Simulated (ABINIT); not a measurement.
**Beyond one shot: CsH (Pm-3m)**

Aim: iterate the self-energy on CsH (Pm-3m) and follow the gap from cycle to cycle.

Program: ABINIT 10.8.3. Level of theory: LDA and many-body steps on it, plane waves. Results are calculated unless marked as measured.

## Step 1: Set-up

It takes space group Pm-3m (No. 221, cubic). Conventional cell: a = 3.818 Å, b = 3.818 Å, c = 3.818 Å, α = 90.00°, β = 90.00°, γ = 90.00°. Cs has 8 H at 3.31 Å nearest. Nearest to H lie 8 Cs at 3.31 Å. Farther neighbours are not listed.

The cell and positions are those that the Materials Project relaxed with its own functionals (PBE, PBE+U or r2SCAN), kept fixed. Spin-orbit coupling is left out unless a step names it.

## Step 2: Empty states on the mesh, 4×4×4 mesh, 45 bands

This step: ABINIT 10.8.3; DFT, LDA, plane waves, norm-conserving pseudopotentials.

The sums over transitions need many empty states on a uniform mesh; this step solves for them.

File run.abi:

```
acell 3*1.0 Angstrom
rprim 
  3.818408540000 0.000000000000 0.000000000000
  0.000000000000 3.818408540000 0.000000000000
  0.000000000000 0.000000000000 3.818408540000
ntypat 2
znucl 55 1
natom 2
typat 1 2
xred 
  0.000000000000 0.000000000000 0.000000000000
  0.500000000000 0.500000000000 0.500000000000
pp_dirpath "pseudos"
pseudos "Cs.upf, H.upf"
ecut 31
ngkpt 4 4 4
nshiftk 1
shiftk 0 0 0
kptopt 1
chksymbreak 0
iscf -2
irdden 1
istwfk *1
nband 45
nbdbuf 4
tolwfr 1e-09
nstep 60
prtvol 0
indata_prefix "in"
outdata_prefix "out"
tmpdata_prefix "tmp"
```

Run with:

```console
$ OMP_NUM_THREADS=1 mpirun -n 4 abinit run.abi > log
```

Numbers of over 12 decimals in the logs are rounded to 6 here.

The program printed:

```text
.Version 10.8.3 of ABINIT. v10.8.2 released Aug 2026.

 Symmetries : space group Pm -3 m (#221); Bravais cP (primitive cubic)
[... echo of the input left out ...]
== DATASET  1 ==================================================================
-   mpi_nproc: 4, omp_nthreads: 1 (-1 if OMP is not activated)

--- !DatasetInfo
iteration_state: {dtset: 1, }
dimensions: {natom: 2, nkpt: 10, mband: 45, nsppol: 1, nspinor: 1, nspden: 1, mpw: 3136, }
cutoff_energies: {ecut:  31.0, pawecutdg:  -1.0, }
[...]
0.87511    0.87511    0.92479    0.95747    0.95747    0.95747    0.97717    0.97717
   0.97717    1.13198    1.13198    1.14595    1.33458    1.33458    1.33458    1.36430
   1.55041    1.55041    1.55041    1.62126    1.62639
 prteigrs : prtvol=0 or 1, do not print more k-points.

== END DATASET(S) ==============================================================
================================================================================

 -outvars: echo values of variables after computation  --------
            nband          45
             nkpt          10
          spgroup         221
 [... the other variables as echoed above ...]

 Calculation completed.
```

Wall time 15 s (4 MPI ranks of Arm Neoverse N1, shared host); peak memory 0.29 GiB; 61 s of CPU time.

Numbers from this step:

```yaml
gap: 2.297 eV
k_of_the_valence_top: 0.5, 0.5, 0.5
k_of_the_conduction_bottom: 0.5, 0, 0
least_direct_gap: 2.488 eV
k_points_computed: 10
lowest_point_of_the_top_converged_band_above_the_valence_top: 32.30 eV
```

On this mesh the gap is 2.297 eV.

The density comes from a self-consistent run that is not shown.

## Step 3: Screening, 4×4×4 mesh, 41 bands, screening to 106.1 eV

The RPA dielectric matrix is built and inverted for each q.

This step: RPA screening on LDA, plane waves, norm-conserving pseudopotentials.

Edit run.abi of step 2 so:

```diff
@@ -20,10 +20,11 @@
 chksymbreak 0
-iscf -2
-irdden 1
 istwfk *1
-nband 45
-nbdbuf 4
-tolwfr 1e-09
-nstep 60
-prtvol 0
+occopt 1
+irdwfk 1
+optdriver 3
+nband 41
+ecuteps 3.9
+inclvkb 2
+awtr 1
+symchi 1
 indata_prefix "in"
```

The program printed:

```text
.Version 10.8.3 of ABINIT. v10.8.2 released Aug 2026.

 Symmetries : space group Pm -3 m (#221); Bravais cP (primitive cubic)
[... echo of the input left out ...]
== DATASET  1 ==================================================================
-   mpi_nproc: 4, omp_nthreads: 1 (-1 if OMP is not activated)

--- !DatasetInfo
iteration_state: {dtset: 1, }
dimensions: {natom: 2, nkpt: 10, mband: 41, nsppol: 1, nspinor: 1, nspden: 1, mpw: 3136, }
cutoff_energies: {ecut:  31.0, pawecutdg:  -1.0, }
electrons: {nelect:   1.00000000E+01, charge:   0.00000000E+00, occopt:   1.00000000E+00, tsmear:   1.00000000E-02, }

 SCREENING: Calculation of the susceptibility and dielectric matrices

 Based on a program developped by R.W. Godby, V. Olevano, G. Onida, and L. Reining.
 Incorporated in ABINIT by V. Olevano, G.-M. Rignanese, and M. Torrent.
.Using double precision arithmetic ; gwpc =  8

[... cell and pseudopotentials left out ...]
--------------------------------------------------------------------------------

 ==== K-mesh for the wavefunctions ====
 Number of points in the irreducible wedge :    10
[... list of points left out ...]
 Together with 48 symmetry operations and time-reversal symmetry
 yields    64 points in the full Brillouin Zone.

 ==== Q-mesh for the screening function ====
 Number of points in the irreducible wedge :    10
[... list of points left out ...]
 Together with 48 symmetry operations and time-reversal symmetry
 yields    64 points in the full Brillouin Zone.

 setmesh: FFT mesh size selected  =    25x   25x   25
          total number of points  =        15625

 vcoul_init : cutoff-mode = AUXILIARY_FUNCTION
 q-points for optical limit:   1
     1)      0.000010    0.000020    0.000030

- screening: taking advantage of time-reversal symmetry
- Maximum band index for partially occupied states nbvw = 5
- Remaining bands to be divided among processors   nbcw = 36
- Number of bands treated by each node ~9

 Number of electrons calculated from density =   10.0000; Expected =   10.0000
 average of density, n =  0.026617
 r_s =    2.0777
 omega_plasma =   15.7374 [eV]

 calculating chi0 at frequencies [eV] :
  1    0.000000E+00    0.000000E+00
  2    0.000000E+00    1.573743E+01

--------------------------------------------------------------------------------
  q-point number  1        q = ( 0.000000, 0.000000, 0.000000) [r.l.u.]
--------------------------------------------------------------------------------
[... chi0 elements left out ...]
 For q-point:  0.000010 0.000020 0.000030
  dielectric constant =   3.8337
  dielectric constant without local fields =   4.3566

  Average fulfillment of the sum rule on Im[epsilon] for q-point    1 :     68.25  [%]
[... wings left out ...]
  q-point number  2        q = ( 0.250000, 0.000000, 0.000000) [r.l.u.]
--------------------------------------------------------------------------------
[... chi0 elements left out ...]
  Average fulfillment of the sum rule on Im[epsilon] for q-point    2 :     94.23  [%]

 [... 8 further q-points ...]
```

The job ended after 10 s (4 MPI ranks; peak memory 0.51 GiB; 40 s of CPU time).

Numbers from this step:

```yaml
eps_infinity_with_local_fields_on_this_mesh_along_the_program_s_q_direction: 3.834
the_same_without_local_fields: 4.357
plasma_frequency: 15.74 eV
plane_waves_in_the_screening_matrix: 147
```

Local fields lower ε∞ by 12 %. On a Γ-centred mesh this coarse the value itself is usually too large, while a short band sum pulls it down.

## Step 4: G0W0

The self-energy is evaluated for the states that the input lists, and the levels follow from it, in one-shot runs by the linearised quasiparticle equation.

This step: G0W0 on LDA, plane waves, norm-conserving pseudopotentials.

Edit run.abi of step 3 so:

```diff
@@ -23,8 +23,19 @@
 irdwfk 1
-optdriver 3
+optdriver 4
 nband 41
+gwcalctyp 0
+ecutsigx 31
+symsigma 1
+nkptgw 3
+kptgw 
+  0.5000000000 0.5000000000 0.5000000000
+  0.5000000000 0.0000000000 0.0000000000
+  0.0000000000 0.0000000000 0.0000000000
+bdgw 
+  2 8
+  3 7
+  2 7
 ecuteps 3.9
-inclvkb 2
-awtr 1
-symchi 1
+irdscr 1
+ppmodel 1
 indata_prefix "in"
```

The program printed:

```text
.Version 10.8.3 of ABINIT. v10.8.2 released Aug 2026.

 Symmetries : space group Pm -3 m (#221); Bravais cP (primitive cubic)
[... echo of the input left out ...]
== DATASET  1 ==================================================================
-   mpi_nproc: 4, omp_nthreads: 1 (-1 if OMP is not activated)

--- !DatasetInfo
iteration_state: {dtset: 1, }
dimensions: {natom: 2, nkpt: 10, mband: 41, nsppol: 1, nspinor: 1, nspden: 1, mpw: 3136, }
cutoff_energies: {ecut:  31.0, pawecutdg:  -1.0, }
electrons: {nelect:   1.00000000E+01, charge:   0.00000000E+00, occopt:   1.00000000E+00, tsmear:   1.00000000E-02, }

 SIGMA: Calculation of the GW corrections

 Based on a program developped by R.W. Godby, V. Olevano, G. Onida, and L. Reining.
 Incorporated in ABINIT by V. Olevano, G.-M. Rignanese, and M. Torrent.
.Using double precision arithmetic ; gwpc =  8

[... cell and pseudopotentials left out ...]
--------------------------------------------------------------------------------

 ==== K-mesh for the wavefunctions ====
 Number of points in the irreducible wedge :    10
[... list of points left out ...]
 Together with 48 symmetry operations and time-reversal symmetry
 yields    64 points in the full Brillouin Zone.

 ==== Q-mesh for screening function ====
 Number of points in the irreducible wedge :    10
[... list of points left out ...]
 Together with 48 symmetry operations and time-reversal symmetry
 yields    64 points in the full Brillouin Zone.

 vcoul_init : cutoff-mode = AUXILIARY_FUNCTION
 q-points for optical limit:   1
     1)      0.000010    0.000020    0.000030
 setmesh: FFT mesh size selected  =    40x   40x   40
          total number of points  =        64000

 Number of electrons calculated from density =   10.0000; Expected =   10.0000
 average of density, n =  0.026617
 r_s =    2.0777
 omega_plasma =   15.7374 [eV]

 === KS Band Gaps ===
  >>>> For spin  1
   Minimum direct gap =   2.4881 [eV], located at k-point      :   0.5000  0.5000  0.5000
   Fundamental gap    =   2.2974 [eV], Top of valence bands at :   0.5000  0.5000  0.5000
                                       Bottom of conduction at :   0.5000  0.0000  0.0000
 SIGMA fundamental parameters:
 PLASMON POLE MODEL  1
 number of plane-waves for SigmaX                 3071
 number of plane-waves for SigmaC and W            147
 number of plane-waves for wavefunctions          3071
 number of bands                                    41
 number of independent spin polarizations            1
 number of spinorial components                      1
 number of k-points in IBZ                          10
 number of q-points in IBZ                          10
 number of symmetry operations                      48
 number of k-points in BZ                           64
 number of q-points in BZ                           64
 number of frequencies for dSigma/dE                 9
 frequency step for dSigma/dE [eV]                0.25
 number of omega for Sigma on real axis              0
 max omega for Sigma on real axis  [eV]           0.00
 zcut for avoiding poles [eV]                     0.10

 EPSILON^-1 parameters (SCR file):
 dimension of the eps^-1 matrix on file            147
 dimension of the eps^-1 matrix used               147
 number of plane-waves for wavefunctions          3071
 number of bands                                    41
 number of q-points in IBZ                          10
 number of frequencies                               2
 number of real frequencies                          1
 number of imag frequencies                          1

 matrix elements of self-energy operator (all in [eV])

 Perturbative Calculation

--- !SelfEnergy_ee
iteration_state: {dtset: 1, }
kpoint     : [   0.500,    0.500,    0.500, ]
spin       : 1
KS_gap     :    2.488
QP_gap     :    4.400
Delta_QP_KS:    1.912
data: !SigmaeeData |
     Band     E0 <VxcDFT>   SigX SigC(E0)      Z dSigC/dE  Sig(E)    E-E0       E
        2  -6.265 -12.525 -17.202   2.936   0.774  -0.293 -13.872  -1.347  -7.611
        3  -6.265 -12.525 -17.202   2.936   0.774  -0.293 -13.872  -1.347  -7.611
        4  -6.265 -12.525 -17.202   2.936   0.774  -0.293 -13.872  -1.347  -7.611
        5   2.652  -9.762 -12.821   1.796   0.772  -0.295 -10.738  -0.976   1.677
        6   5.141  -7.818  -3.689  -2.994   0.825  -0.213  -6.882   0.936   6.077
        7   5.141  -7.818  -3.689  -2.994   0.825  -0.213  -6.882   0.936   6.077
[...]
--- !SelfEnergy_ee
iteration_state: {dtset: 1, }
kpoint     : [   0.500,    0.000,    0.000, ]
spin       : 1
KS_gap     :    2.559
QP_gap     :    4.560
Delta_QP_KS:    2.000
data: !SigmaeeData |
     Band     E0 <VxcDFT>   SigX SigC(E0)      Z dSigC/dE  Sig(E)    E-E0       E
[...]
--- !SelfEnergy_ee
iteration_state: {dtset: 1, }
kpoint     : [   0.000,    0.000,    0.000, ]
spin       : 1
KS_gap     :    5.220
QP_gap     :    7.450
Delta_QP_KS:    2.230
data: !SigmaeeData |
     Band     E0 <VxcDFT>   SigX SigC(E0)      Z dSigC/dE  Sig(E)    E-E0       E
[...]
5   0.539  -8.712 -12.293   2.194   0.766  -0.306  -9.774  -1.062  -0.523
        6   5.759  -8.498  -3.789  -3.284   0.820  -0.220  -7.329   1.168   6.927
        7   5.759  -8.498  -3.789  -3.284   0.820  -0.220  -7.329   1.168   6.927

== END DATASET(S) ==============================================================
================================================================================

 -outvars: echo values of variables after computation  --------
           etotal      0.0000000000E+00
            nband          41
             nkpt          10
          spgroup         221
 [... the other variables as echoed above ...]

 Calculation completed.
```

Wall time 8.8 s (4 MPI ranks); peak memory 0.6 GiB.

This step gave:

```yaml
g0w0_gap_on_the_points_computed: 4.259 eV
starting_gap_on_the_mesh: 2.297 eV
k_of_the_valence_top: 0.5, 0.5, 0.5
k_of_the_conduction_bottom: 0.5, 0, 0
z_at_the_valence_top: 0.772
z_at_the_conduction_bottom: 0.827
least_direct_g0w0_gap_on_the_computed_points: 4.4 eV
```

The gap on the mesh goes from 2.30 eV to 4.26 eV, a correction of +1.96 eV.

## Step 5: evGW0, cycle 1

This step: evGW0 on LDA, plane waves, norm-conserving pseudopotentials.

Edit run.abi of step 4 so:

```diff
@@ -25,14 +25,28 @@
 nband 41
-gwcalctyp 0
+gwcalctyp 10
 ecutsigx 31
 symsigma 1
-nkptgw 3
+nkptgw 10
 kptgw 
+  0.0000000000 0.0000000000 0.0000000000
+  0.2500000000 0.0000000000 0.0000000000
+  0.5000000000 0.0000000000 0.0000000000
+  0.2500000000 0.2500000000 0.0000000000
+  0.5000000000 0.2500000000 0.0000000000
+  0.5000000000 0.5000000000 0.0000000000
+  0.2500000000 0.2500000000 0.2500000000
+  0.5000000000 0.2500000000 0.2500000000
+  0.5000000000 0.5000000000 0.2500000000
   0.5000000000 0.5000000000 0.5000000000
-  0.5000000000 0.0000000000 0.0000000000
-  0.0000000000 0.0000000000 0.0000000000
 bdgw 
-  2 8
-  3 7
-  2 7
+  1 11
+  1 11
+  1 11
+  1 11
+  1 11
+  1 11
+  1 11
+  1 11
+  1 11
+  1 11
 ecuteps 3.9
```

The program printed:

```text
.Version 10.8.3 of ABINIT. v10.8.2 released Aug 2026.

 Symmetries : space group Pm -3 m (#221); Bravais cP (primitive cubic)
[... echo of the input left out ...]
== DATASET  1 ==================================================================
-   mpi_nproc: 4, omp_nthreads: 1 (-1 if OMP is not activated)

--- !DatasetInfo
iteration_state: {dtset: 1, }
dimensions: {natom: 2, nkpt: 10, mband: 41, nsppol: 1, nspinor: 1, nspden: 1, mpw: 3136, }
cutoff_energies: {ecut:  31.0, pawecutdg:  -1.0, }
electrons: {nelect:   1.00000000E+01, charge:   0.00000000E+00, occopt:   1.00000000E+00, tsmear:   1.00000000E-02, }

 SIGMA: Calculation of the GW corrections

 Based on a program developped by R.W. Godby, V. Olevano, G. Onida, and L. Reining.
 Incorporated in ABINIT by V. Olevano, G.-M. Rignanese, and M. Torrent.
.Using double precision arithmetic ; gwpc =  8

[... cell and pseudopotentials left out ...]
--------------------------------------------------------------------------------

 ==== K-mesh for the wavefunctions ====
 Number of points in the irreducible wedge :    10
[... list of points left out ...]
 Together with 48 symmetry operations and time-reversal symmetry
 yields    64 points in the full Brillouin Zone.

 ==== Q-mesh for screening function ====
 Number of points in the irreducible wedge :    10
[... list of points left out ...]
 Together with 48 symmetry operations and time-reversal symmetry
 yields    64 points in the full Brillouin Zone.

 vcoul_init : cutoff-mode = AUXILIARY_FUNCTION
 q-points for optical limit:   1
     1)      0.000010    0.000020    0.000030
 setmesh: FFT mesh size selected  =    40x   40x   40
          total number of points  =        64000

 Number of electrons calculated from density =   10.0000; Expected =   10.0000
[...]
QP_gap     :    6.416
Delta_QP_KS:    1.955
data: !SigmaeeData |
     Band     E_DFT   <VxcDFT>   E(N-1)  <Hhartree>   SigX  SigC[E(N-1)]    Z     dSigC/dE  Sig[E(N)]  DeltaE  E(N)_pert E(N)_diago
[...]
--- !SelfEnergy_ee
iteration_state: {dtset: 1, }
kpoint     : [   0.500,    0.500,    0.500, ]
spin       : 1
KS_gap     :    2.488
QP_gap     :    4.400
Delta_QP_KS:    1.912
data: !SigmaeeData |
     Band     E_DFT   <VxcDFT>   E(N-1)  <Hhartree>   SigX  SigC[E(N-1)]    Z     dSigC/dE  Sig[E(N)]  DeltaE  E(N)_pert E(N)_diago
[...]
10    13.407    -9.475    13.407    22.882    -2.989    -4.525     0.767    -0.305    -7.972     1.503    14.911    15.369
       11    13.407    -9.475    13.407    22.882    -2.989    -4.525     0.767    -0.305    -7.972     1.503    14.911    15.369

 New Fermi energy :        1.383909E-01 Ha ,    3.765809E+00 eV
 New Exchange energy :    -3.211034E+00 Ha ,   -8.737668E+01 eV

 === QP Band Gaps ===
  >>>> For spin  1
   Minimum direct gap =   4.8865 [eV], located at k-point      :   0.5000  0.5000  0.5000
   Fundamental gap    =   4.7533 [eV], Top of valence bands at :   0.5000  0.5000  0.5000
                                       Bottom of conduction at :   0.5000  0.0000  0.0000

 writing QP data on file : out_QPS

 Convergence of QP corrections
 >>>>> For spin  1 <<<<<
.  kptgw no:  1; Maximum DeltaE = (   1.467   0.008) for band index: 10
.  kptgw no:  2; Maximum DeltaE = (   1.493   0.001) for band index: 11
.  kptgw no:  3; Maximum DeltaE = (   1.511   0.001) for band index: 11
[...]
.  kptgw no:  9; Maximum DeltaE = (  -1.347   0.001) for band index:  3
.  kptgw no: 10; Maximum DeltaE = (   1.503  -0.008) for band index: 11

== END DATASET(S) ==============================================================
================================================================================

 -outvars: echo values of variables after computation  --------
           etotal      0.0000000000E+00
            nband          41
             nkpt          10
          spgroup         221
 [... the other variables as echoed above ...]

 Calculation completed.
```

The job ended after 60 s (4 MPI ranks; peak memory 1 GiB; 4 min of CPU time).

Numbers from this step:

* quasiparticle gap on the mesh: 4.753 eV
* gap of the density functional on the mesh: 2.297 eV
* k of the valence top: 0.5, 0.5, 0.5
* k of the conduction bottom: 0.5, 0, 0
* Z at the valence top: 0.772
* Z at the conduction bottom: 0.827
* least direct quasiparticle gap on the computed points: 4.887 eV

Against G0W0 in ABINIT (4×4×4 mesh, 41 bands, screening to 106.1 eV, Godby-Needs plasmon pole), the gap moves by +0.494 eV. This first cycle still uses the starting levels; it takes the full correction, at all points of the mesh, and its linearised value is 4.259 eV.

## Step 6: evGW0, cycle 2

The corrected levels of the last cycle go back in.

Edit run.abi of step 5 so:

```diff
@@ -54,2 +54,3 @@
 ppmodel 1
+irdqps 1
 indata_prefix "in"
```

The program printed:

```text
.Version 10.8.3 of ABINIT. v10.8.2 released Aug 2026.

 Symmetries : space group Pm -3 m (#221); Bravais cP (primitive cubic)
[... echo of the input left out ...]
== DATASET  1 ==================================================================
-   mpi_nproc: 4, omp_nthreads: 1 (-1 if OMP is not activated)

--- !DatasetInfo
iteration_state: {dtset: 1, }
dimensions: {natom: 2, nkpt: 10, mband: 41, nsppol: 1, nspinor: 1, nspden: 1, mpw: 3136, }
cutoff_energies: {ecut:  31.0, pawecutdg:  -1.0, }
[...]
.  kptgw no:  3; Maximum DeltaE = (  -1.303   0.013) for band index:  1
[...]
.  kptgw no:  9; Maximum DeltaE = (  -1.556   0.064) for band index:  1
.  kptgw no: 10; Maximum DeltaE = (  -1.231   0.023) for band index:  1

== END DATASET(S) ==============================================================
================================================================================

 -outvars: echo values of variables after computation  --------
           etotal      0.0000000000E+00
            nband          41
             nkpt          10
          spgroup         221
 [... the other variables as echoed above ...]

 Calculation completed.
```

Wall time 60 s (4 MPI ranks); peak memory 1 GiB.

Numbers from this step:

```yaml
quasiparticle_gap_on_the_mesh: 4.569 eV
gap_of_the_density_functional_on_the_mesh: 2.297 eV
k_of_the_valence_top: 0.5, 0.5, 0.5
k_of_the_conduction_bottom: 0.5, 0, 0
least_direct_quasiparticle_gap_on_the_computed_points: 4.690 eV
```

Against the cycle before, the gap moves by −0.184 eV.

(Continued in part 2 of 3.)

[Paths, hosts, dates, memory and timing lines, banners, echoed tables and standing remarks are left out of the program output.]

[Logs are printed without paths, hosts, clocks, repeated set-up lines and the standing remarks that a program may print on its own settings, such as how far it seeks lower states.]

[Runs of the session that timed out or met a known fault of the program may be left out.]

[Hosts, paths, dates, database ids (printed as entryN), source tags and the programs' standing remarks are cut or masked in the printed files.]

[G0W0 gaps are taken among the corrected bands and points alone; a level outside them can change the order at an edge.]

[Where Ansatz stands beside ABINIT at settings called matched, ABINIT's density can come from a denser mesh and the files from another edition; pairs whose starting gaps differed by over 0.03 eV were left out, so agreement reads better than it is.]
